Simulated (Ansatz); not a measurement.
# Optical response of CdNi3P (model structure), part 2 of 2

What colour and refractive index does CdNi3P (model structure) have at this level of theory? The cell was made here by substitution or stacking, whether or not such a phase is known. It was built so: All N replaced by P in the Pm-3m structure of CdNi3N.

Ansatz 0.2.0; DFT, PBE, plane-wave PAW, default files, scalar-relativistic, independent-particle optical response without local fields.

So far: The system as given; Relaxation. The relaxed cell has a = 4.195 Å (conventional setting).

**3. Ground state and bands**

First the ground state: is it a metal or has it a gap?

This step: DFT, PBE, plane-wave PAW, default files, scalar-relativistic, ground state (Ansatz 0.2.0).

Contents of input.yaml:

```yaml
crystal:
  lattice:
    - [4.1954545069, 0.0, 0.0]
    - [0.0, 4.1954545069, 0.0]
    - [0.0, 0.0, 4.1954545069]
  atoms:
    - { symbol: Cd, position: [0.0, 0.0, 0.0] }
    - { symbol: Ni, position: [0.5, 0.5, 0.0], spin: 1.0 }
    - { symbol: Ni, position: [0.5, 0.0, 0.5], spin: 1.0 }
    - { symbol: Ni, position: [0.0, 0.5, 0.5], spin: 1.0 }
    - { symbol: P, position: [0.5, 0.5, 0.5] }
magnetization:
  spin_polarized: true
kpoints:
  mp_grid: { grid: [5, 5, 5] }
  band_path:
    path:
      - [[0.0, 0.0, 0.0], [0.0, 0.5, 0.0], [0.5, 0.5, 0.0], [0.0, 0.0, 0.0], [0.5, 0.5, 0.5], [0.0, 0.5, 0.0]]
      - [[0.5, 0.5, 0.0], [0.5, 0.5, 0.5]]
    npoints: 11
scf:
  occupations: { method: fermi_dirac, width: 0.05 }
  n_extra_bands: 9
hamiltonian:
  xc: pbe
  pseudopotentials: { kind: paw }
output:
  forces: true
  stress: true
  populations: true
  write_bands: true
```

Command:

```sh
$ ansatz run input.yaml --threads 2 --pin off --max-ram 5120MiB --backend cpu --events-out ev --progress --plain --runs-dir out
```

What it wrote:

```text
Warning: the band count 49 (scf.n_extra_bands) hosts the net moment |M| = 3.0000 μB (N_el = 79) but caps the reachable moment at 2·n_bands − N_el = 19.0000 μB, below the 50 bands that the automatic rule leaves for it — a moment growing past the seed, or the majority channel's smearing tail, pins there with fewer empty majority states than that count leaves; raise or omit scf.n_extra_bands unless the cap is intended
[...]
Crystal: 5 atoms, lattice volume = 73.848 Å³
Basis set: ecut = 420 eV, 1419 PW (Γ), exchange–correlation on 60×60×60 points (8 copies of the dense FFT grid, shifted against one another)
Bands: 49, of which v1, the nominal top of the filled ones, is band 40 counted from 1 (39 counted from 0)
Symmetry: 48 space group operations
[...]
k-points: 10 of 125
[...]
Starting moments: Σ|m| = 3 μB on 3 of 5 sites
[...]
SCF iter   1: F=—  HF=-26524.594552 eV  |F-HF|=—  |Δ(HF+E_count)|=         —  Δρ=8.24e-2 (↑6.31e-2 ↓8.24e-2)  dr2=4.03e0  dr2_m=2.99e0  M=0.708 μB ∫|m|=0.888 μB  β_m=0.30  ethr=3.10e-3  ⟨swp⟩=6.5  Hψ=3700  notcnv=0  defer=3
[...]
SCF iter  13: F=-26529.793854 eV  HF=-26529.793854 eV  |F-HF|=3.72e-9  |Δ(HF+E_count)|=  7.97e-10  Δρ=1.41e-6 (↑1.41e-6 ↓1.31e-6)  dr2=4.06e-9  dr2_m=3.46e-12  M=-0.000 μB ∫|m|=0.000 μB  ethr=1.79e-11  ⟨swp⟩=10.3  Hψ=4507  notcnv=0
SCF 1 converged in 13 iterations: F = -26529.793854 eV  dr2 = 4.06e-9
[...]
NSCF: frozen V_eff on 68 k-points
SCF converged after 13 iterations
Magnetization: -0.0000 μB (39.5000 up, 39.5000 down)
Absolute magnetization: 0.0000 μB (∫|ρ↑−ρ↓|, with the PAW one-centre terms)
[...]
Per-site moments (μB) at R_I (Å): [(-5.104121e-8, 1.223737), (-1.751604e-6, 0.865312), (-1.751604e-6, 0.865312), (-1.751604e-6, 0.865312), (-6.877759e-7, 0.865312)]
Free energy (F): -26529.793854 eV
[...]
Internal energy: -26529.757683 eV  (E = F + TS)
E sigma→0 (E₀):  -26529.775769 eV
Entropy (-TS):   -0.036171 eV (-7.234 meV/atom)
Fermi energy:    13.974239 eV
[...]
--- Stress (GPa, compression-positive) ---
        0.030262      -0.000000       0.000000
       -0.000000       0.030262       0.000000
        0.000000       0.000000       0.030262
  P = ⅓ Tr σ = 0.0303 GPa (0.303 kbar)
--- Band table (eV; the first three rows and the last of 20) ---
  k-point 0 ↑: bands = [... 36 lower, 12.9712, 12.9712, 12.9712, 13.4250, 15.6699, 17.2185, 17.2185, 18.5604, ... 5 higher]
  k-point 1 ↑: bands = [... 36 lower, 12.9714, 13.1848, 13.1848, 13.3350, 15.9000, 16.8316, 17.2719, 18.4728, ... 5 higher]
  k-point 2 ↑: bands = [... 36 lower, 12.9717, 13.0986, 13.6476, 13.6476, 16.0158, 16.3033, 17.4001, 17.9420, ... 5 higher]
  k-point 9 ↓: bands = [... 36 lower, 13.0631, 13.1952, 13.5659, 13.5659, 14.8477, 14.8477, 15.0406, 16.6461, ... 5 higher]
--- Löwdin populations: 5 sites ---
  site symbol       q [e]    m [muB]
     0     Cd     19.0921    -0.0000
     1     Ni     17.7456    -0.0000
     2     Ni     17.7456    -0.0000
     3     Ni     17.7456    -0.0000
     4      P      5.4409    -0.0000
  spilling = 0.015574 (of n_electrons = 79.000000)
```

It took 11 s on 2 threads of Arm Neoverse V1, shared host; peak memory 0.48 GiB.

Read from the output:

- free energy: -26529.7939 eV
- Fermi energy: 13.97 eV
- electrons: 79
- symmetry operations: 48
- pressure: 0.03026 GPa
- volume: 73.85 Å³
- gap on the path: 0 eV

There are states at the Fermi level within the smearing, so the occupations stay smeared and the carriers get a Drude term. The cell is left with a pressure of 0.0 GPa after its relaxation.

Both spins together. Electronic bands along the path, in eV, zero at the Fermi level; # counts the bands kept:

| point | #43 | #44 | #45 | #46 | #47 | #48 | #49 | #50 |
| --- | --- | --- | --- | --- | --- | --- | --- | --- |
| Γ | -1.00 | -1.00 | -1.00 | -1.00 | -0.55 | -0.55 | 1.70 | 1.70 |
| 0.45 of the way | -0.73 | -0.73 | -0.73 | -0.73 | -0.67 | -0.67 | 1.96 | 1.96 |
| X | -0.95 | -0.95 | -0.23 | -0.23 | -0.23 | -0.23 | 2.03 | 2.03 |
| 0.45 of the way | -0.99 | -0.99 | -0.45 | -0.45 | 0.21 | 0.21 | 0.96 | 0.96 |
| M | -0.51 | -0.51 | -0.51 | -0.51 | -0.48 | -0.48 | 0.79 | 0.79 |
| 0.45 of the way | -0.89 | -0.89 | -0.53 | -0.53 | -0.07 | -0.07 | 1.25 | 1.25 |
| Γ | -1.00 | -1.00 | -1.00 | -1.00 | -0.55 | -0.55 | 1.70 | 1.70 |
| 0.45 of the way | -0.71 | -0.71 | -0.35 | -0.35 | -0.35 | -0.35 | 1.69 | 1.69 |
| R | -0.79 | -0.79 | -0.79 | -0.79 | -0.79 | -0.79 | 0.53 | 0.53 |
| 0.45 of the way | -0.84 | -0.84 | -0.58 | -0.58 | 0.40 | 0.40 | 0.83 | 0.83 |
| X | -0.95 | -0.95 | -0.23 | -0.23 | -0.23 | -0.23 | 2.03 | 2.03 |
| jump to M | -0.51 | -0.51 | -0.51 | -0.51 | -0.48 | -0.48 | 0.79 | 0.79 |
| 0.45 of the way | -0.56 | -0.56 | -0.53 | -0.53 | -0.53 | -0.53 | 0.55 | 0.55 |
| R | -0.79 | -0.79 | -0.79 | -0.79 | -0.79 | -0.79 | 0.53 | 0.53 |

**4. Spectrum**

The spectrum is a sum over vertical transitions between filled and empty bands at the fixed density, so many empty bands are needed.

This step: DFT, PBE, plane-wave PAW, default files, scalar-relativistic, independent-particle optical response without local fields (Ansatz 0.2.0).

Contents of input.yaml:

```yaml
crystal:
  lattice:
    - [4.1954545069, 0.0, 0.0]
    - [0.0, 4.1954545069, 0.0]
    - [0.0, 0.0, 4.1954545069]
  atoms:
    - { symbol: Cd, position: [0.0, 0.0, 0.0] }
    - { symbol: Ni, position: [0.5, 0.5, 0.0] }
    - { symbol: Ni, position: [0.5, 0.0, 0.5] }
    - { symbol: Ni, position: [0.0, 0.5, 0.5] }
    - { symbol: P, position: [0.5, 0.5, 0.5] }
kpoints:
  mp_grid: { grid: [7, 7, 7] }
scf:
  occupations: { method: fermi_dirac, width: 0.1 }
hamiltonian:
  xc: pbe
  pseudopotentials: { kind: paw }
output:
  optics:
    e_range: [0, 30]
    de: 0.05
    sigma: 0.2
    drude_damping: 0.03
    nscf_kmesh: { grid: [8, 8, 8] }
    bands: auto
```

What it wrote:

```text
[...]
Crystal: 5 atoms, lattice volume = 73.848 Å³
Basis set: ecut = 420 eV, 1419 PW (Γ)
Bands: 48, of which v1, the nominal top of the filled ones, is band 40 counted from 1 (39 counted from 0)
Symmetry: 48 space group operations
[...]
k-points: 20 of 343
[...]
SCF iter   1: F=—  HF=-26529.854320 eV  |F-HF|=—  |Δ(HF+E_count)|=         —  Δρ=5.12e-3  dr2=7.65e-3  ethr=1.77e-3  ⟨swp⟩=6.7  Hψ=3680  notcnv=0  defer=6
[...]
SCF iter  11: F=-26529.851090 eV  HF=-26529.851090 eV  |F-HF|=1.09e-11  |Δ(HF+E_count)|=  7.28e-12  Δρ=6.21e-8  dr2=2.83e-12  ethr=1.00e-12  ⟨swp⟩=8.0  Hψ=3420  notcnv=0
SCF 1 converged in 11 iterations: F = -26529.851090 eV  dr2 = 2.83e-12
[...]
output.optics: what the bands over the 163 summed would add to eps1, eps2 and the energy-loss function is held between a lower and an upper bound (4 Lanczos steps). eps1, eps2 and their loss function (loss_summed_bands) are given on every row as the summed bands alone make them. Along an axis, on a row where the two bounds hold the loss function to about 1 % of the greater of itself and 0.5 % of |1/eps|, its cell (loss_completed) is given, with the completed eps1 and eps2 that it is formed of (a cell that is left empty reads nan in the table and null in the record). The two bounds hold it so along every axis on all 600 rows up to 30.000 eV. [rest of the remark cut]
SCF converged after 11 iterations
Free energy (F): -26529.851090 eV
[...]
Internal energy: -26529.759735 eV  (E = F + TS)
E sigma→0 (E₀):  -26529.805412 eV
Entropy (-TS):   -0.091356 eV (-18.271 meV/atom)
Fermi energy:    13.907844 eV
[...]
--- Band table (eV; the first three rows and the last of 20) ---
  k-point 0: bands = [... 36 lower, 12.9718, 12.9718, 12.9718, 13.4304, 15.6694, 17.2197, 17.2197, 18.5606, ... 4 higher]
  k-point 1: bands = [... 36 lower, 12.9719, 13.0809, 13.0809, 13.3843, 15.8134, 17.0230, 17.2469, 18.5367, ... 4 higher]
  k-point 2: bands = [... 36 lower, 12.9721, 13.2496, 13.3849, 13.3849, 15.9899, 16.5375, 17.3249, 18.2766, ... 4 higher]
  k-point 19: bands = [... 36 lower, 13.0866, 13.1948, 13.4426, 13.4426, 14.6690, 14.6690, 14.8949, 16.1475, ... 4 higher]
```

Wall time 3.2 min (2 threads); peak memory 1.4 GiB.

Read from the output:

| Property | Result |
| --- | --- |
| main peak of the optical conductivity above 1 eV, first axis | 6.853 eV |
| centre of weight of the strongest loss peak in the window | 18.21 eV |
| Drude plasma energy, first axis | 3.305 eV |
| bands summed | 163 |
| spectra valid up to | 68.0667 eV |
| program's estimate of the k-sum error in Im epsilon | 0.12 % |
| electrons in the f-sum | 46.93 |

The Im ε, any direction by photon energy; read off at these points:

| photon energy (eV) | Im ε, any direction |
| --- | --- |
| 1 | 16.8 |
| 2 | 12.9 |
| 3 | 11.7 |
| 4 | 11.0 |
| 5 | 7.13 |
| 6 | 5.77 |
| 7 | 6.24 |
| 8 | 3.99 |
| 9 | 3.05 |
| 10 | 1.87 |
| 11 | 1.61 |
| 12 | 1.50 |
| 13 | 1.55 |
| 14 | 1.13 |
| 15 | 1.06 |
| 16 | 1.10 |
| 17 | 1.15 |
| 18 | 0.826 |
| 19 | 0.635 |
| 20 | 0.557 |
| 21 | 0.540 |
| 22 | 0.621 |
| 23 | 0.563 |
| 24 | 0.732 |
| 25 | 0.518 |
| 26 | 0.507 |
| 27 | 0.449 |
| 28 | 0.442 |
| 29 | 0.425 |
| 30 | 0.440 |

Table of Re ε, any direction by photon energy:

photon energy (eV), Re ε, any direction and a bar from the least value:
```
        1       -6.0 
        2        7.2 ##############################
        3        1.1 ################
        4        0.8 ###############
        5        0.5 ###############
        6       -0.4 #############
        7       -1.0 ############
        8       -1.6 ##########
        9       -1.7 ##########
       10       -1.1 ###########
       11       -0.4 #############
       12       -0.1 ##############
       13       -0.3 #############
       14        0.0 ##############
       15        0.2 ##############
       16        0.3 ##############
       17        0.2 ##############
       18        0.1 ##############
       19        0.4 ###############
       20        0.4 ###############
       21        0.6 ###############
       22        0.7 ###############
       23        0.7 ###############
       24        0.7 ###############
       25        0.6 ###############
       26        0.7 ###############
       27        0.7 ###############
       28        0.8 ###############
       29        0.8 ################
       30        0.9 ################
```

The reflectivity at normal incidence, any direction by photon energy; read off at these points:

photon energy (eV), reflectivity at normal incidence, any direction (%) and a bar:
```
      1.0       59.0 ##############################
      2.0       40.8 #####################
      3.0       43.1 ######################
      4.0       42.4 #####################
      5.0       35.1 ##################
      6.0       34.7 #################
      7.0       38.2 ###################
      7.7       43.1 ######################
      8.0       39.3 ####################
      9.0       40.3 ####################
     10.0       36.5 ##################
     11.0       26.1 #############
     12.0       19.0 #########
     13.0       22.6 ###########
     14.0       16.3 ########
     15.0       13.3 ######
     16.0       11.1 #####
     17.0       12.7 ######
     18.0       14.9 #######
     19.0        8.1 ###
     20.0        7.0 ###
     21.0        3.7 #
     22.0        3.7 #
     23.0        3.1 #
     24.0        4.0 #
     25.0        3.6 #
     26.0        3.0 #
     27.0        2.2 
     28.0        1.7 
     29.0        1.6 
     30.0        1.4
```

Table of refractive index n and extinction k by photon energy:

| photon energy (eV) | n | k |
| --- | --- | --- |
| 1 | 2.43 | 3.45 |
| 2 | 3.31 | 1.95 |
| 3 | 2.53 | 2.31 |
| 4 | 2.42 | 2.26 |
| 5 | 1.96 | 1.82 |
| 6 | 1.64 | 1.75 |
| 7 | 1.63 | 1.91 |
| 8 | 1.16 | 1.72 |
| 9 | 0.953 | 1.60 |
| 10 | 0.736 | 1.27 |
| 11 | 0.784 | 1.03 |
| 12 | 0.852 | 0.882 |
| 13 | 0.810 | 0.954 |
| 14 | 0.766 | 0.737 |
| 15 | 0.793 | 0.666 |
| 16 | 0.860 | 0.639 |
| 17 | 0.846 | 0.683 |
| 18 | 0.677 | 0.610 |
| 19 | 0.733 | 0.433 |
| 20 | 0.730 | 0.382 |
| 21 | 0.841 | 0.321 |
| 22 | 0.887 | 0.350 |
| 23 | 0.890 | 0.316 |
| 24 | 0.937 | 0.390 |
| 25 | 0.835 | 0.310 |
| 26 | 0.861 | 0.294 |
| 27 | 0.880 | 0.255 |
| 28 | 0.918 | 0.241 |
| 29 | 0.923 | 0.230 |
| 30 | 0.951 | 0.231 |

Values under 1 per cm are given as 1. Absorption coefficient, any direction against photon energy:

photon energy (eV), log10 absorption coefficient, any direction (1/cm) and a bar from the least value:
```
     1.00        5.5 
     2.00        5.6 ###
     3.00        5.8 ###############
     4.00        6.0 ####################
     5.00        6.0 ####################
     6.00        6.0 #######################
     7.00        6.1 ############################
     8.00        6.1 #############################
     9.00        6.2 ##############################
    10.00        6.1 ###########################
    11.00        6.1 #########################
    12.00        6.0 #######################
    13.00        6.1 ###########################
    14.00        6.0 #######################
    15.00        6.0 ######################
    16.00        6.0 #######################
    17.00        6.1 #########################
    18.00        6.0 ########################
    19.00        5.9 ##################
    20.00        5.9 #################
    21.00        5.8 ##############
    22.00        5.9 #################
    23.00        5.9 ################
    24.00        6.0 #####################
    25.00        5.9 #################
    26.00        5.9 #################
    27.00        5.8 ##############
    28.00        5.8 ##############
    29.00        5.8 ##############
    30.00        5.8 ###############
```

Optical constants at common wavelengths, from n + ik = √ε:

| wavelength (nm) | n | k | R (%) | 1/α |
| --- | --- | --- | --- | --- |
| 1550 | 2.97 | 4.745 | 69.0 | 26 nm |
| 1064 | 2.55 | 2.702 | 48.7 | 31 nm |
| 633 | 3.26 | 1.921 | 40.3 | 26 nm |
| 450 | 2.87 | 2.483 | 45.7 | 14 nm |
| 405 | 2.50 | 2.251 | 42.3 | 14 nm |
| 365 | 2.41 | 2.028 | 38.8 | 14 nm |
| 308 | 2.39 | 2.278 | 42.7 | 11 nm |

In reflection the computed colour is light grey: x = 0.306, y = 0.323, luminous reflectivity 43 %.

**5. Outcome**

| Property | Result |
| --- | --- |
| gap on the path | 0 eV |
| main peak of the optical conductivity above 1 eV, first axis | 6.85 eV |
| Drude plasma energy, first axis | 3.30 eV |
| centre of weight of the strongest loss peak in the window, first axis | 18.2 eV |

**Reading.** At this level (PBE, independent particles) CdNi3P is a metal with a Drude plasma energy of 3.3 eV; it reflects 43 % at 550 nm. The cell grew by 10.3 % in volume. Along x the bare Drude plasma energy is 3.3 eV; Re ε first rises through zero at 1.20 eV, far lower, because interband transitions screen the carriers. Im ε is 13 there, so the loss peak at that energy is weak. The strongest loss structure up to 30 eV has its centre of weight at 18.2 eV; a free-electron gas of the 46.9 electrons in the f-sum would put its plasmon at 29.6 eV. In reflection the computed colour is light grey: x = 0.306, y = 0.323, luminous reflectivity 43 %. In the base run ε includes the program's bounded estimate of what the bands above those summed add. The carriers' damping of 0.03 eV is typed, not computed; at 0.8 eV the carriers give 2 % of Im ε, the rest is interband. The run has no spin polarisation. A start with parallel moments lost them; other magnetic orders weren't tried. The Fermi-Dirac width of 0.1 eV acts as an electron temperature of 1200 K in the carriers' term.

[Long decimals in the printed logs are rounded to 6 places.]

[Logs are printed without paths, hosts, clocks, repeated set-up lines and the standing remarks that a program may print on its own settings, such as how far it seeks lower states.]

[Hosts, paths, dates, database ids (printed as entryN), source tags and the programs' standing remarks are cut or masked in the printed files.]

[Where the starting crystal was built by hand or by swapping elements, it need not be the compound's stable phase.]

[The count of steps not shown may lack steps that the program refused or didn't finish.]
